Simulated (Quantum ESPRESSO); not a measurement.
Consider KNaSO4 (P-3m1).

```
K S Na O
1.0
     5.68383    0.00000    0.00000
    -2.84192    4.92234    0.00000
     0.00000    0.00000    7.25957
K S Na O
2 2 2 8
Direct
  0.66667 0.33333 0.33570
  0.33333 0.66667 0.66430
  0.66667 0.33333 0.78454
  0.33333 0.66667 0.21546
  0.00000 0.00000 0.00000
  0.00000 0.00000 0.50000
  0.33333 0.66667 0.01384
  0.19011 0.80989 0.28860
  0.80989 0.19011 0.71140
  0.66667 0.33333 0.98616
  0.38021 0.19011 0.71140
  0.19011 0.38021 0.28860
  0.61979 0.80989 0.28860
  0.80989 0.61979 0.71140
```

Absorber: atom 7, with 1 S at 1.46 Å (terminal, site symmetry 3m). Method: Quantum ESPRESSO XSpectra, LDA, full core hole (charged cell), 14-atom cell with 5.7 Å between holes, 5×5×3 k points, dipole transitions, Lorentzian half width 0.3 eV up to 4 eV, rising linearly to 2.5 eV at 25 eV (counted from xe0, 1.9 eV below the zero used here).

**Question.** What does the O K edge look like?

Main maxima up to 24 eV above the zero (height): 1.1 eV (2.72), 2.2 eV (3.29) and 20.8 eV (0.79). A K edge sees empty p states on the absorber. The total-energy difference plus the lowest empty eigenvalue puts the zero at 536.86 eV. One term is added: -8.83 eV, since the hole is spin-paired here and a spin-polarised one costs that much less in the free atom (computed apart). The photon energy is then 528.03 eV. The functional and the charged cell's background leave an error in such absolute values: in the free atom LDA prices this hole 4.1 eV below PBE (computed apart), and PBE is itself good to a few eV.

The O K spectrum (energy from the lowest empty level; intensity scaled to a mean of 1 over the first 20 eV; the points at xe0, where the cut of filled states can leave a spike, are interpolated; polarised curves are means over the symmetry-equivalent atoms):

```
E (eV)  isotropic  ε ⊥ c  ε ∥ c
  -2.0       0.07   0.04   0.13
  -1.5       0.09   0.05   0.18
  -1.0       0.13   0.06   0.27
  -0.5       0.21   0.08   0.46
   0.0       0.42   0.11   1.03
   0.5       1.06   0.18   2.82
   1.0       2.41   0.33   6.58
   1.5       2.18   0.65   5.25
   2.0       2.89   2.20   4.27
   2.5       3.11   3.48   2.35
   3.0       2.12   2.35   1.67
   3.5       1.41   1.30   1.64
   4.0       1.36   1.25   1.58
   4.5       1.23   1.13   1.42
   5.0       1.06   0.99   1.21
   5.5       1.01   0.98   1.08
   6.0       1.00   1.00   1.00
   6.5       0.94   0.92   0.98
   7.0       0.86   0.77   1.04
   7.5       0.78   0.66   1.02
   8.0       0.72   0.63   0.89
   8.5       0.70   0.64   0.81
   9.0       0.71   0.68   0.77
   9.5       0.73   0.73   0.73
  10.0       0.75   0.77   0.70
  10.5       0.73   0.78   0.65
  11.0       0.70   0.75   0.59
  11.5       0.65   0.70   0.56
  12.0       0.61   0.65   0.55
  12.5       0.59   0.61   0.56
  13.0       0.59   0.60   0.58
  13.5       0.59   0.60   0.59
  14.0       0.60   0.60   0.60
  14.5       0.60   0.59   0.61
  15.0       0.60   0.59   0.63
  15.5       0.60   0.58   0.65
  16.0       0.61   0.57   0.68
  16.5       0.62   0.57   0.72
  17.0       0.63   0.57   0.76
  17.5       0.65   0.58   0.80
  18.0       0.67   0.58   0.85
  18.5       0.70   0.60   0.90
  19.0       0.73   0.62   0.95
  19.5       0.75   0.63   0.99
  20.0       0.78   0.65   1.02
  20.5       0.79   0.67   1.02
  21.0       0.79   0.67   1.01
  21.5       0.77   0.67   0.98
  22.0       0.75   0.65   0.96
  22.5       0.73   0.63   0.94
  23.0       0.71   0.60   0.92
  23.5       0.69   0.57   0.91
  24.0       0.67   0.55   0.90
  24.5       0.65   0.53   0.90
  25.0       0.63   0.51   0.88
  25.5       0.62   0.50   0.86
  26.0       0.60   0.49   0.83
  26.5       0.58   0.48   0.79
  27.0       0.57   0.48   0.75
  27.5       0.56   0.49   0.71
  28.0       0.55   0.49   0.67
  28.5       0.54   0.50   0.63
  29.0       0.54   0.51   0.60
  29.5       0.53   0.51   0.58
  30.0       0.53   0.51   0.55
  30.5       0.52   0.52   0.53
  31.0       0.52   0.51   0.52
  31.5       0.51   0.51   0.50
  32.0       0.50   0.51   0.49
```

The crystal has 2 inequivalent O sites and not all are shown here, while a measurement adds them all. The holes are only 5.7 Å apart, so the shape is probably not converged with cell size; no larger cell was run here. Lifetime broadening is put in by hand, and intensities beyond about 20 eV depend on it and on the partial waves; weight that the partial waves miss at high energy is lost. The structure is a computed Materials Project entry and may be a hypothetical form.

[Banner, clock and machine lines of the logs are left out without a mark of their own.]

[Logs are printed without paths, hosts, clocks, repeated set-up lines and the standing remarks that a program may print on its own settings, such as how far it seeks lower states.]

[Hosts, paths, dates, database ids (printed as entryN), source tags and the programs' standing remarks are cut or masked in the printed files.]

[Lists of maxima count a maximum above −3 eV only where it reaches 4 % of the highest in the window and stands out from its surroundings by 2 % of it (1.5 % where it reaches 55 %); shoulders and weaker maxima are passed over, and of the rest the first, up to two pre-edge ones and the few strongest are named.]
